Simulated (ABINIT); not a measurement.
# Quasiparticle gap of SiC (Moissanite) in ABINIT

Wanted: ground state, empty states, screening and self-energy for SiC (Moissanite).

Calculated with ABINIT 10.8.3; PBE and many-body steps on it, plane waves.

**The experiments to reproduce.**

- Gap 3.33 eV: band gap at cryogenic temperature; bulk crystal (literature value) (quoted in “Silicon carbide diodes for neutron detection”, 2020, arxiv:2009.14696).

### 1. The starting structure

It takes space group P6_3mc (No. 186, hexagonal). Conventional cell: a = 3.076 Å, b = 3.076 Å, c = 5.048 Å, α = 90.00°, β = 90.00°, γ = 120.00°. Nearest to Si lie 4 C at 1.87 to 1.94 Å. Nearest to C lie 4 Si at 1.87 to 1.94 Å. Farther neighbours are not listed.

The cell and positions come from the Crystallography Open Database and are kept as given unless a step says otherwise.

### 2. Ground state

This step: ABINIT 10.8.3; DFT, PBE, plane waves, norm-conserving pseudopotentials.

The ground-state density comes first.

The input, run.abi:

```
acell 3*1.0 Angstrom
rprim 
  3.075999999976 0.000000000005 0.000000000000
  -1.537999999993 2.663894142018 0.000000000000
  0.000000000000 0.000000000000 5.048000000000
ntypat 2
znucl 14 6
natom 4
typat 1 1 2 2
xred 
  0.333333333333 0.666666666667 0.000000000000
  0.666666666667 0.333333333333 0.500000000000
  0.333333333333 0.666666666667 0.385000000000
  0.666666666667 0.333333333333 0.885000000000
pp_dirpath "pseudos"
pseudos "Si.upf, C.upf"
ecut 37
ngkpt 6 6 4
nshiftk 1
shiftk 0 0 0
kptopt 1
chksymbreak 0
nband 14
occopt 1
tolvrs 1e-10
nstep 60
prtwf 0
optforces 0
optstress 0
indata_prefix "in"
outdata_prefix "out"
tmpdata_prefix "tmp"
```

The run is started by

```sh
OMP_NUM_THREADS=1 mpirun -n 4 abinit run.abi > log
```

Numbers of over 12 decimals in the logs are rounded to 6 here.

What it wrote:

```text
.Version 10.8.3 of ABINIT. v10.8.2 released Aug 2026.

 Symmetries : space group P6_3 m c (#186); Bravais hP (primitive hexag.)
================================================================================
 Values of the parameters that define the memory need of the present run
     intxc =       0    ionmov =       0      iscf =       7    lmnmax =       6
     lnmax =       6     mgfft =      54  mpssoang =       3    mqgrid =    3001
     natom =       4  nloc_mem =       1    nspden =       1   nspinor =       1
    nsppol =       1      nsym =      12    n1xccc =    2501    ntypat =       2
    occopt =       1   xclevel =       2
-    mband =          14        mffmem =           1         mkmem =           6
       mpw =        3018          nfft =       55296          nkpt =          21
================================================================================
  Rough estimation (10% accuracy) of disk space for files :
================================================================================

--------------------------------------------------------------------------------
------------- Echo of variables that govern the present computation ------------
--------------------------------------------------------------------------------
 -outvars: echo values of preprocessed input variables --------
            acell      1.8897261259E+00  1.8897261259E+00  1.8897261259E+00 Bohr

      chksymbreak           0
             ecut      3.70000000E+01 Hartree
-          fftalg         312

              ixc     -101130
              kpt      0.00000000E+00  0.00000000E+00  0.00000000E+00
                       1.66666667E-01  0.00000000E+00  0.00000000E+00
                       3.33333333E-01  0.00000000E+00  0.00000000E+00
                       5.00000000E-01  0.00000000E+00  0.00000000E+00
                       1.66666667E-01  1.66666667E-01  0.00000000E+00
                       3.33333333E-01  1.66666667E-01  0.00000000E+00
                       3.33333333E-01  3.33333333E-01  0.00000000E+00
                       0.00000000E+00  0.00000000E+00  2.50000000E-01
                       1.66666667E-01  0.00000000E+00  2.50000000E-01
   [... 10 further rows ...]
                       3.33333333E-01  1.66666667E-01  5.00000000E-01
                       3.33333333E-01  3.33333333E-01  5.00000000E-01
         kptrlatt        6    0    0      0    6    0      0    0    4
          kptrlen      3.48767854E+01
P           mkmem           6
            natom           4
            nband          14
            ngfft          32      32      54
             nkpt          21
            nstep          60
             nsym          12
           ntypat           2
              occ      2.000000  2.000000  2.000000  2.000000  2.000000  2.000000
                       2.000000  2.000000  0.000000  0.000000  0.000000  0.000000
                       0.000000  0.000000
        optforces           0
        optstress           0
            prtwf           0
            rprim      3.0760000000E+00  5.0000000000E-12  0.0000000000E+00
[...]
spgroup         186

           tolvrs      1.00000000E-10

             xred      3.3333333333E-01  6.6666666667E-01  0.0000000000E+00
[...]
znucl       14.00000    6.00000

================================================================================

 chkinp: Checking input parameters for consistency.

================================================================================
== DATASET  1 ==================================================================
-   mpi_nproc: 4, omp_nthreads: 1 (-1 if OMP is not activated)

--- !DatasetInfo
iteration_state: {dtset: 1, }
dimensions: {natom: 4, nkpt: 21, mband: 14, nsppol: 1, nspinor: 1, nspden: 1, mpw: 3018, }
cutoff_energies: {ecut:  37.0, pawecutdg:  -1.0, }
electrons: {nelect:   1.60000000E+01, charge:   0.00000000E+00, occopt:   1.00000000E+00, tsmear:   1.00000000E-02, }

 Real(R)+Recip(G) space primitive vectors, cartesian coordinates (Bohr,Bohr^-1):
 R(1)=  5.8127976  0.0000000  0.0000000  G(1)=  0.1720342  0.0993240  0.0000000
 R(2)= -2.9063988  5.0340304  0.0000000  G(2)=  0.0000000  0.1986480  0.0000000
 R(3)=  0.0000000  0.0000000  9.5393375  G(3)=  0.0000000  0.0000000  0.1048291
 Unit cell volume ucvol=  2.7913818E+02 bohr^3
 Angles (23,13,12)=  9.00000000E+01  9.00000000E+01  1.20000000E+02 degrees

 getcut: wavevector=  0.0000  0.0000  0.0000  ngfft=  32  32  54
         ecut(hartree)=     37.000   => boxcut(ratio)=   2.01048

--- Pseudopotential description ------------------------------------------------
- Si Generated using ONCVPSP code by D. R. Hamann
- 14.00000   4.00000  171031                  znucl, zion, pspdat
12 -101130 2 -1 1510                          pspcod,pspxc,lmax,lloc,mmax
     nproj     2     2     2
  pspatm : epsatm=    9.34321561
         --- l  ekb(1:nproj) -->
[...]
pspatm: atomic psp has been read  and splines computed

- C Generated using ONCVPSP code by D. R. Hamann
-  6.00000   4.00000  171031                  znucl, zion, pspdat
12 -101130 1 -1 1248                          pspcod,pspxc,lmax,lloc,mmax
     nproj     2     2     0
  pspatm : epsatm=    4.31346680
         --- l  ekb(1:nproj) -->
[...]
pspatm: atomic psp has been read  and splines computed

   4.37013837E+02                                ecore*ucvol(ha*bohr**3)
--------------------------------------------------------------------------------

_setup2: Arith. and geom. avg. npw (full set) are    3001.146    3001.130

================================================================================

--- !BeginCycle
iteration_state: {dtset: 1, }
solver: {iscf: 7, nstep: 60, nline: 4, wfoptalg: 0, }
tolerances: {tolvrs: 1.00E-10, }

     iter   Etot(hartree)      deltaE(h)  residm     vres2
 ETOT  1  -20.337641086206    -2.034E+01 4.849E-02 5.937E+02
 ETOT  2  -20.460855596345    -1.232E-01 3.347E-02 2.498E+02
 ETOT  3  -20.537391256047    -7.654E-02 7.138E-03 1.759E-01
 ETOT  4  -20.537492812717    -1.016E-04 1.183E-03 7.161E-03
 ETOT  5  -20.537493847314    -1.035E-06 7.510E-04 3.002E-04
 ETOT  6  -20.537493877382    -3.007E-08 1.580E-04 2.889E-06
 ETOT  7  -20.537493877957    -5.749E-10 1.622E-04 8.028E-08
 ETOT  8  -20.537493877969    -1.157E-11 1.734E-04 2.268E-09
 ETOT  9  -20.537493877969    -3.908E-13 7.985E-05 6.694E-11

 At SCF step    9       vres2   =  6.69E-11 < tolvrs=  1.00E-10 =>converged.

--- !ResultsGS
iteration_state: {dtset: 1, }
comment   : Summary of ground state results
lattice_vectors:
- [  5.8127976,   0.0000000,   0.0000000, ]
- [ -2.9063988,   5.0340304,   0.0000000, ]
- [  0.0000000,   0.0000000,   9.5393375, ]
lattice_lengths: [   5.81280,    5.81280,    9.53934, ]
lattice_angles: [ 90.000,  90.000, 120.000, ] # degrees, (23, 13, 12)
lattice_volume:   2.7913818E+02
convergence: {deltae: -3.908E-13, res2:  6.694E-11, residm:  7.985E-05, diffor:  0.000E+00, }
etotal    :  -2.05374939E+01
entropy   :   0.00000000E+00
fermie    :   2.62342056E-01
cartesian_stress_tensor: null
pressure_GPa: null
xred      :
- [  3.3333E-01,   6.6667E-01,   0.0000E+00, Si]
- [  6.6667E-01,   3.3333E-01,   5.0000E-01, Si]
- [  3.3333E-01,   6.6667E-01,   3.8500E-01,  C]
- [  6.6667E-01,   3.3333E-01,   8.8500E-01,  C]
cartesian_forces: null
force_length_stats: {min: null, max: null, mean: null, }

 Integrated electronic density in atomic spheres:
 ------------------------------------------------
 Atom  Sphere_radius  Integrated_density
[...]
4        2.00000          4.25024988
================================================================================

 ----iterations are completed or convergence reached----

 Mean square residual over all n,k,spin=   54.290E-08; max=  79.852E-06
 reduced coordinates (array xred) for    4 atoms
       0.333333333333      0.666666666667      0.000000000000
       0.666666666667      0.333333333333      0.500000000000
       0.333333333333      0.666666666667      0.385000000000
       0.666666666667      0.333333333333      0.885000000000
 rms dE/dt=  0.0000E+00; max dE/dt=  0.0000E+00; dE/dt below (all hartree)
    1       0.000000000000      0.000000000000      0.000000000000
    2       0.000000000000      0.000000000000      0.000000000000
    3       0.000000000000      0.000000000000      0.000000000000
    4       0.000000000000      0.000000000000      0.000000000000

 cartesian coordinates (angstrom) at end:
    1     -3.33e-12     1.775929     0.000000
    2      1.538000     0.887965     2.524000
    3     -3.33e-12     1.775929     1.943480
    4      1.538000     0.887965     4.467480
 length scales=  1.889726125908  1.889726125908  1.889726125908 bohr
              =  1.000000000000  1.000000000000  1.000000000000 angstroms
 prteigrs : about to open file out_EIG
 Fermi (or HOMO) energy (hartree) =   0.26234   Average Vxc (hartree)=  -0.41464
 Eigenvalues (hartree) for nkpt=  21  k points:
 kpt#   1, nband= 14, wtk=  0.00694, kpt=  0.0000  0.0000  0.0000 (reduced coord)
  -0.31576   -0.18705   -0.05743    0.20511    0.20511    0.25223    0.25223    0.26234
   0.43211    0.48352    0.50154    0.50154    0.53980    0.58219
 prteigrs : prtvol=0 or 1, do not print more k-points.

--- !EnergyTerms
iteration_state     : {dtset: 1, }
comment             : Components of total free energy in Hartree
kinetic             :  1.17970971388461E+01
hartree             :  2.37509658793452E+00
xc                  : -7.56315009857090E+00
Ewald energy        : -2.08945945883793E+01
psp_core            :  1.56558245601285E+00
local_psp           : -8.33446446050513E+00
non_local_psp       :  5.16939086692545E-01
total_energy        : -2.05374938779693E+01
total_energy_eV     : -5.58853678437894E+02
band_energy         :  5.55257698709202E-01

== END DATASET(S) ==============================================================
================================================================================

 -outvars: echo values of variables after computation  --------
           etotal     -2.0537493878E+01
            nband          14
             nkpt          21
          spgroup         186
 [... the other variables as echoed above ...]

 Calculation completed.
```

Wall time 7.6 s (4 MPI ranks of Arm Neoverse V1, shared host); peak memory 0.29 GiB; 30 s of CPU time.

Numbers from this step:

| Quantity | Value |
| --- | --- |
| total energy | -558.8537 eV |
| gap | 2.329 eV |
| k of the valence top | 0, 0, 0 |
| k of the conduction bottom | 0.3333, 0.3333, 0 |
| least direct gap | 4.083 eV |

The gap is indirect, with the least direct gap 1.75 eV higher.

[end of part 1 of 3]

[Paths, hosts, dates, memory and timing lines, banners, echoed tables and standing remarks are left out of the program output.]

[Logs are printed without paths, hosts, clocks, repeated set-up lines and the standing remarks that a program may print on its own settings, such as how far it seeks lower states.]

[Runs of the session that timed out or met a known fault of the program may be left out.]

[Hosts, paths, dates, database ids (printed as entryN), source tags and the programs' standing remarks are cut or masked in the printed files.]

[G0W0 gaps are taken among the corrected bands and points alone; a level outside them can change the order at an edge.]

[Where Ansatz stands beside ABINIT at settings called matched, ABINIT's density can come from a denser mesh and the files from another edition; pairs whose starting gaps differed by over 0.03 eV were left out, so agreement reads better than it is.]
